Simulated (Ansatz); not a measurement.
Entries from a set of simulations; values are calculated unless marked as measured.

### From HSE06 to G0W0: GaAs (F-43m)

Symmetry: F-43m, No. 216, cubic system. Conventional cell: a = 5.654 Å, b = 5.654 Å, c = 5.654 Å, α = 90.00°, β = 90.00°, γ = 90.00°. Nearest to Ga lie 4 As at 2.45 Å. Nearest to As lie 4 Ga at 2.45 Å. Farther neighbours are not listed.

* method: G0W0 on HSE06, plane waves, PAW (and 1 further level or step)
* program: Ansatz 0.2.0
* settings of one run: cutoff 420 eV, 6×6×6 k-mesh, default PAW, empty bands 134, screening cutoff 120 eV, screening contour deformation, QP bands (v2, c2)
* cost: 2 runs, 56 s in all on 1 × NVIDIA H100 80GB HBM3 (shared by 6 runs) with 3 threads of AMD EPYC 7R13 (Zen 3), shared host (the runs of this entry)
* notes: In doubt: masses and optical values from hybrid runs of this build are listed as unsure (in some of the runs), which bears on the screening that GW takes from such a start. The cell and positions come from the Crystallography Open Database and are kept as given unless a step says otherwise. Limits: no spin-orbit coupling. Bands and cutoff are finite, so the gap is not at the basis limit. The miss can reach some tenths of an eV and take either sign; the mesh is an error of its own.
* HSE06 gap: 1.47 eV, direct
* G0W0 gap on the mesh: 1.77 eV, from k = Γ to k = Γ
* GW settings: 6×6×6 mesh, 134 empty bands, screening to 120 eV
* known limits: not at the basis limit; no spin-orbit coupling

G0W0 changes the gap by +0.35 eV, from 1.42 eV to 1.77 eV on the mesh: the valence edge shifts by −0.23 eV and the conduction edge by +0.13 eV on the run's own scale. Z is 0.79 and 0.80 at the edges, as usual for well-defined quasiparticles.

[Runs of the session that timed out or met a known fault of the program may be left out.]

[Cells called generated may have been cut or substituted from an entry of the Crystallography Open Database or the Materials Project.]

[Hosts, paths, dates, database ids (printed as entryN), source tags and the programs' standing remarks are cut or masked in the printed files.]
